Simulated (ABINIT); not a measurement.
# A GW chain in ABINIT: Be3N2 (P6_3/mmc)

How does a plane-wave GW calculation on Be3N2 (P6_3/mmc) run from the first input to the gap?

Main program and level: ABINIT 10.8.3; PBEsol and many-body steps on it, plane waves.

Report form: the programs' logs are mostly left out.

## (1) The starting structure

It takes space group P6_3/mmc (No. 194, hexagonal). The conventional cell has a = 2.842 Å, b = 2.842 Å, c = 9.747 Å, α = 90.00°, β = 90.00°, γ = 120.00°. Nearest to Be lie 4 N at 1.67 to 1.81 Å. Nearest to Be lie 3 N at 1.64 Å. N has 6 Be at 1.81 Å nearest. Nearest to N lie 5 Be at 1.64 to 1.67 Å. Farther neighbours and most contacts between anions are not listed.

Coordinates:

```cif
data_structure
_symmetry_space_group_name_H-M 'P 1'
_symmetry_Int_Tables_number 1
_cell_length_a 2.8417
_cell_length_b 2.8417
_cell_length_c 9.7468
_cell_angle_alpha 90.000
_cell_angle_beta 90.000
_cell_angle_gamma 120.000
_cell_volume 68.16
loop_
_atom_site_label
_atom_site_type_symbol
_atom_site_fract_x
_atom_site_fract_y
_atom_site_fract_z
_atom_site_occupancy
Be1 Be 0.33333 0.66667 0.07849 1
Be2 Be 0.66667 0.33333 0.57849 1
Be3 Be 0.66667 0.33333 0.92151 1
Be4 Be 0.33333 0.66667 0.42151 1
Be5 Be 0.00000 0.00000 0.25000 1
Be6 Be 0.00000 0.00000 0.75000 1
N7 N 0.00000 0.00000 0.00000 1
N8 N 0.00000 0.00000 0.50000 1
N9 N 0.33333 0.66667 0.25000 1
N10 N 0.66667 0.33333 0.75000 1
```

The cell and positions are those that the Materials Project relaxed with its own functionals (PBE, PBE+U or r2SCAN), kept fixed.

## (2) Ground state

This step: ABINIT 10.8.3; DFT, PBEsol, plane waves, norm-conserving pseudopotentials.

The ground-state density comes first.

File run.abi:

```
acell 3*1.0 Angstrom
rprim 
  2.841679226310 0.000000000023 0.000000000000
  -1.420839613175 2.460966399380 0.000000000000
  0.000000000000 0.000000000000 9.746841010000
ntypat 2
znucl 4 7
natom 10
typat 1 1 1 1 1 1 2 2 2 2
xred 
  0.333333333333 0.666666666667 0.078485970000
  0.666666666667 0.333333333333 0.578485970000
  0.666666666667 0.333333333333 0.921514030000
  0.333333333333 0.666666666667 0.421514030000
  0.000000000000 0.000000000000 0.250000000000
  0.000000000000 0.000000000000 0.750000000000
  0.000000000000 0.000000000000 0.000000000000
  0.000000000000 0.000000000000 0.500000000000
  0.333333333333 0.666666666667 0.250000000000
  0.666666666667 0.333333333333 0.750000000000
pp_dirpath "pseudos"
pseudos "Be.upf, N.upf"
ecut 38
ngkpt 9 9 2
nshiftk 1
shiftk 0 0 0
kptopt 1
chksymbreak 0
nband 31
occopt 1
tolvrs 1e-10
nstep 60
prtwf 0
optforces 0
optstress 0
indata_prefix "in"
outdata_prefix "out"
tmpdata_prefix "tmp"
```

Started as:

```bash
OMP_NUM_THREADS=1 mpirun -n 4 abinit run.abi > log
```

Elapsed: 31 s, on 4 MPI ranks of Arm Neoverse V2, shared host; peak memory 0.37 GiB; 2 min of CPU time.

This step gave:

```
total energy               : -3402.9664 eV
gap                        : 3.410 eV
k of the valence top       : 0, 0, 0
k of the conduction bottom : 0.4444, 0, 0
least direct gap           : 4.724 eV
```

The gap is indirect, with the least direct gap 1.31 eV higher.

## (3) Bands along the symmetry lines

The cheap functional maps the bands first; the places of the edges decide which points the dearer methods must see.

run.abi: that of step 2 with these lines changed.

```diff
@@ -23,14 +23,53 @@
 ecut 38
-ngkpt 9 9 2
-nshiftk 1
-shiftk 0 0 0
-kptopt 1
-chksymbreak 0
-nband 31
-occopt 1
-tolvrs 1e-10
-nstep 60
+iscf -2
+irdden 1
+kptopt 0
+nkpt 39
+kpt 
+  0.00000000 0.00000000 0.00000000
+  0.12500000 0.00000000 0.00000000
+  0.25000000 0.00000000 0.00000000
+  0.37500000 0.00000000 0.00000000
+  0.50000000 0.00000000 0.00000000
+  0.45833333 0.08333333 0.00000000
+  0.41666666 0.16666666 0.00000000
+  0.37500000 0.25000000 0.00000000
+  0.33333333 0.33333333 0.00000000
+  0.25000000 0.25000000 0.00000000
+  0.16666666 0.16666666 0.00000000
+  0.08333333 0.08333333 0.00000000
+  0.00000000 0.00000000 0.00000000
+  0.00000000 0.00000000 0.12500000
+  0.00000000 0.00000000 0.25000000
+  0.00000000 0.00000000 0.37500000
+  0.00000000 0.00000000 0.50000000
+  0.12500000 0.00000000 0.50000000
+  0.25000000 0.00000000 0.50000000
+  0.37500000 0.00000000 0.50000000
+  0.50000000 0.00000000 0.50000000
+  0.45833333 0.08333333 0.50000000
+  0.41666666 0.16666666 0.50000000
+  0.37500000 0.25000000 0.50000000
+  0.33333333 0.33333333 0.50000000
+  0.25000000 0.25000000 0.50000000
+  0.16666666 0.16666666 0.50000000
+  0.08333333 0.08333333 0.50000000
+  0.00000000 0.00000000 0.50000000
+  0.50000000 0.00000000 0.50000000
+  0.50000000 0.00000000 0.37500000
+  0.50000000 0.00000000 0.25000000
+  0.50000000 0.00000000 0.12500000
+  0.50000000 -0.00000000 0.00000000
+  0.33333333 0.33333333 0.50000000
+  0.33333333 0.33333333 0.37500000
+  0.33333333 0.33333333 0.25000000
+  0.33333333 0.33333333 0.12500000
+  0.33333333 0.33333333 0.00000000
+istwfk *1
+nband 36
+nbdbuf 9
+tolwfr 1e-07
+nstep 50
 prtwf 0
-optforces 0
-optstress 0
+prtvol 0
 indata_prefix "in"
```

Elapsed: 24 s, on 4 MPI ranks; peak memory 0.37 GiB.

Numbers from this step:

```yaml
gap: 3.248 eV
k_of_the_valence_top: 0, 0, 0
k_of_the_conduction_bottom: 0.5, 0, 0
least_direct_gap: 4.645 eV
```

The gap is 3.248 eV, −0.163 eV from the run before at this level.

The electronic bands at the labelled points (eV, zero at the top of the highest filled band):

| point | band 19 | band 20 | band 21 | band 22 | band 23 | band 24 | band 25 | band 26 |
| --- | --- | --- | --- | --- | --- | --- | --- | --- |
| Γ | -0.49 | -0.40 | 0.00 | 0.00 | 6.09 | 7.08 | 7.72 | 8.41 |
| halfway | -1.50 | -1.45 | -0.88 | -0.73 | 5.88 | 6.70 | 7.63 | 7.67 |
| M | -2.23 | -2.05 | -1.44 | -1.40 | 3.25 | 5.05 | 7.30 | 7.48 |
| halfway | -3.41 | -2.35 | -2.29 | -0.82 | 4.11 | 6.45 | 6.93 | 7.61 |
| K | -3.37 | -3.09 | -3.09 | -0.58 | 5.25 | 6.18 | 6.18 | 8.09 |
| halfway | -1.77 | -1.67 | -1.08 | -1.01 | 5.99 | 7.54 | 7.76 | 7.96 |
| Γ | -0.49 | -0.40 | 0.00 | 0.00 | 6.09 | 7.08 | 7.72 | 8.41 |
| halfway | -0.37 | -0.37 | -0.05 | -0.05 | 6.32 | 7.01 | 7.78 | 8.51 |
| A | -0.19 | -0.19 | -0.19 | -0.19 | 6.74 | 6.74 | 8.03 | 8.03 |
| halfway | -1.19 | -1.19 | -1.02 | -1.02 | 6.24 | 6.24 | 7.61 | 7.61 |
| L | -2.06 | -2.06 | -1.74 | -1.74 | 4.41 | 4.41 | 6.93 | 6.93 |
| halfway | -3.04 | -3.04 | -1.61 | -1.61 | 5.27 | 5.27 | 7.53 | 7.53 |
| H | -3.01 | -3.01 | -1.66 | -1.66 | 5.94 | 5.94 | 6.67 | 6.67 |
| halfway | -2.01 | -2.01 | -0.93 | -0.93 | 6.70 | 6.70 | 7.61 | 7.61 |
| A | -0.19 | -0.19 | -0.19 | -0.19 | 6.74 | 6.74 | 8.03 | 8.03 |
| jump to L | -2.06 | -2.06 | -1.74 | -1.74 | 4.41 | 4.41 | 6.93 | 6.93 |
| halfway | -2.10 | -2.05 | -1.70 | -1.49 | 3.63 | 4.95 | 7.12 | 7.15 |
| M | -2.23 | -2.05 | -1.44 | -1.40 | 3.25 | 5.05 | 7.30 | 7.48 |
| jump to H | -3.01 | -3.01 | -1.66 | -1.66 | 5.94 | 5.94 | 6.67 | 6.67 |
| halfway | -3.05 | -3.05 | -2.54 | -0.91 | 5.66 | 6.05 | 6.05 | 7.84 |
| K | -3.37 | -3.09 | -3.09 | -0.58 | 5.25 | 6.18 | 6.18 | 8.09 |

## (4) Empty states on the mesh, 3×3×1 mesh, 183 bands

The sums over transitions need many empty states on a uniform mesh; this step solves for them.

File run.abi:

```
acell 3*1.0 Angstrom
rprim 
  2.841679226310 0.000000000023 0.000000000000
  -1.420839613175 2.460966399380 0.000000000000
  0.000000000000 0.000000000000 9.746841010000
ntypat 2
znucl 4 7
natom 10
typat 1 1 1 1 1 1 2 2 2 2
xred 
  0.333333333333 0.666666666667 0.078485970000
  0.666666666667 0.333333333333 0.578485970000
  0.666666666667 0.333333333333 0.921514030000
  0.333333333333 0.666666666667 0.421514030000
  0.000000000000 0.000000000000 0.250000000000
  0.000000000000 0.000000000000 0.750000000000
  0.000000000000 0.000000000000 0.000000000000
  0.000000000000 0.000000000000 0.500000000000
  0.333333333333 0.666666666667 0.250000000000
  0.666666666667 0.333333333333 0.750000000000
pp_dirpath "pseudos"
pseudos "Be.upf, N.upf"
ecut 38
ngkpt 3 3 1
nshiftk 1
shiftk 0 0 0
kptopt 1
chksymbreak 0
iscf -2
irdden 1
istwfk *1
nband 183
nbdbuf 16
tolwfr 1e-09
nstep 60
prtvol 0
indata_prefix "in"
outdata_prefix "out"
tmpdata_prefix "tmp"
```

Started as:

```bash
OMP_NUM_THREADS=1 mpirun -n 3 abinit run.abi > log
```

It took 35 s on 3 MPI ranks; peak memory 0.28 GiB; 1.7 min of CPU time.

This step gave:

```yaml
gap: 4.575 eV
k_of_the_valence_top: 0, 0, 0
k_of_the_conduction_bottom: 0.3333, 0, 0
least_direct_gap: 5.649 eV
k_points_computed: 3
lowest_point_of_the_top_converged_band_above_the_valence_top: 83.6530 eV
```

On this mesh the gap is 4.575 eV. The earlier step found 3.410 eV, so this mesh misses an edge.

## (5) Screening, 3×3×1 mesh, 167 bands, screening to 130.6 eV

The RPA dielectric matrix is built and inverted for each q.

This step: RPA screening on PBEsol, plane waves, norm-conserving pseudopotentials.

run.abi: that of step 4 with these lines changed.

```diff
@@ -28,10 +28,11 @@
 chksymbreak 0
-iscf -2
-irdden 1
 istwfk *1
-nband 183
-nbdbuf 16
-tolwfr 1e-09
-nstep 60
-prtvol 0
+occopt 1
+irdwfk 1
+optdriver 3
+nband 167
+ecuteps 4.8
+inclvkb 2
+awtr 1
+symchi 1
 indata_prefix "in"
```

Started as:

```bash
OMP_NUM_THREADS=1 mpirun -n 4 abinit run.abi > log
```

Elapsed: 14 s, on 4 MPI ranks; peak memory 0.68 GiB; 55 s of CPU time.

Numbers from this step:

```
ε∞ with local fields, on this mesh, along the program's q direction : 5.125
the same without local fields                                       : 5.558
plasma frequency                                                    : 29.83 eV
plane waves in the screening matrix                                 : 241
```

Local fields lower ε∞ by 8 %. On a Γ-centred mesh this coarse the value itself is usually too large, while a short band sum pulls it down.

## (6) Self-energy, 3×3×1 mesh, 167 bands, screening to 130.6 eV

The self-energy is evaluated for the states that the input lists, and the levels follow from it, in one-shot runs by the linearised quasiparticle equation.

This step: G0W0 on PBEsol, plane waves, norm-conserving pseudopotentials.

run.abi: that of step 5 with these lines changed.

```diff
@@ -31,8 +31,19 @@
 irdwfk 1
-optdriver 3
+optdriver 4
 nband 167
+gwcalctyp 0
+ecutsigx 38
+symsigma 1
+nkptgw 3
+kptgw 
+  0.0000000000 0.0000000000 0.0000000000
+  0.3333333333 0.0000000000 0.0000000000
+  0.3333333333 0.3333333333 0.0000000000
+bdgw 
+  11 27
+  11 27
+  11 27
 ecuteps 4.8
-inclvkb 2
-awtr 1
-symchi 1
+irdscr 1
+ppmodel 1
 indata_prefix "in"
```

Run time: 25 s. Hardware: 4 MPI ranks; peak memory 0.69 GiB; 1.7 min of CPU time.

Numbers from this step:

- G0W0 gap on the points computed: 6.103 eV
- starting gap on the mesh: 4.575 eV
- k of the valence top: 0, 0, 0
- k of the conduction bottom: 0.3333, 0, 0
- Z at the valence top: 0.806
- Z at the conduction bottom: 0.836
- least direct G0W0 gap on the computed points: 7.282 eV

The gap on the mesh goes from 4.58 eV to 6.10 eV, a correction of +1.53 eV. The start differs from the 3.41 eV found before because the two sample other k points.

Limits: finite bands, cutoff and mesh; coarse k mesh. v1 is the top filled band, c1 the lowest empty one. Levels before and after the correction, in eV, zero at the valence-band top of each column:

```csv
,conduction bottom,valence top
Kohn-Sham,4.58,0.00
G0W0,6.10,0.00
```

|  | level | energy (eV) |
| --- | --- | --- |
| Kohn-Sham | Γ v3 | -0.397 |
| Kohn-Sham | Γ v2-v1 | 0.000 |
| Kohn-Sham | Γ c1 | 6.089 |
| Kohn-Sham | Γ c2 | 7.079 |
| Kohn-Sham | Γ c3 | 7.715 |
| Kohn-Sham | (0.333 0 0) v3 | -1.578 |
| Kohn-Sham | (0.333 0 0) v2 | -1.330 |
| Kohn-Sham | (0.333 0 0) v1 | -1.074 |
| Kohn-Sham | (0.333 0 0) c1 | 4.575 |
| Kohn-Sham | (0.333 0 0) c2 | 5.908 |
| Kohn-Sham | (0.333 0 0) c3 | 7.334 |
| G0W0 | Γ v3 | -0.325 |
| G0W0 | Γ v2-v1 | 0.000 |
| G0W0 | Γ c1 | 7.674 |
| G0W0 | Γ c2 | 8.857 |
| G0W0 | Γ c3 | 9.483 |
| G0W0 | (0.333 0 0) v3 | -1.697 |
| G0W0 | (0.333 0 0) v2 | -1.359 |
| G0W0 | (0.333 0 0) v1 | -1.179 |
| G0W0 | (0.333 0 0) c1 | 6.103 |
| G0W0 | (0.333 0 0) c2 | 7.508 |
| G0W0 | (0.333 0 0) c3 | 9.127 |

## (7) Where the time went

Times are wall times on the hardware named with each run, good to a factor of about two.

```
                          step  time  share  memory (GiB)
                  ground state  31 s   24 %          0.37
bands along the symmetry lines  24 s   18 %          0.37
      empty states on the mesh  35 s   27 %          0.28
                     screening  14 s   11 %          0.68
                   self-energy  25 s   20 %          0.69
```

## (8) What came out

```yaml
pbesol_gap: 3.25 eV, indirect
g0w0_gap_on_the_mesh: 6.10 eV
g0w0_gap_over_the_zone_rigid_shift: 4.78 eV
gw_settings: 3×3×1 mesh, 167 bands, screening to 130.6 eV, Godby-Needs plasmon pole
known_limits: not at the basis limit; coarse k mesh
```

G0W0 moves the gap on the mesh from 4.58 eV to 6.10 eV (+1.53 eV), with Z of 0.81 and 0.84 at the edges. The mesh misses the band edges by 1.33 eV in all; a rigid shift gives 4.78 eV for the zone. Local fields lower the RPA ε∞ on this mesh from 5.56 to 5.13; a Γ-centred mesh this coarse tends to raise both, most where the direct gap is narrow, while a short band sum lowers them. Bands and cutoff are finite, so the gap is not at the basis limit. The miss can reach some tenths of an eV and take either sign; the mesh is an error of its own. A denser mesh or path gives a starting gap of 3.25 eV: the GW mesh misses a band edge, so its gaps are not the fundamental one. The 3×3×1 mesh is coarse for this cell, which bears on the long-range parts of exchange and screening.

[Paths, hosts, dates, memory and timing lines, banners, echoed tables and standing remarks are left out of the program output.]

[Logs are printed without paths, hosts, clocks, repeated set-up lines and the standing remarks that a program may print on its own settings, such as how far it seeks lower states.]

[Runs of the session that timed out or met a known fault of the program may be left out.]

[Hosts, paths, dates, database ids (printed as entryN), source tags and the programs' standing remarks are cut or masked in the printed files.]

[G0W0 gaps are taken among the corrected bands and points alone; a level outside them can change the order at an edge.]

[Where Ansatz stands beside ABINIT at settings called matched, ABINIT's density can come from a denser mesh and the files from another edition; pairs whose starting gaps differed by over 0.03 eV were left out, so agreement reads better than it is.]
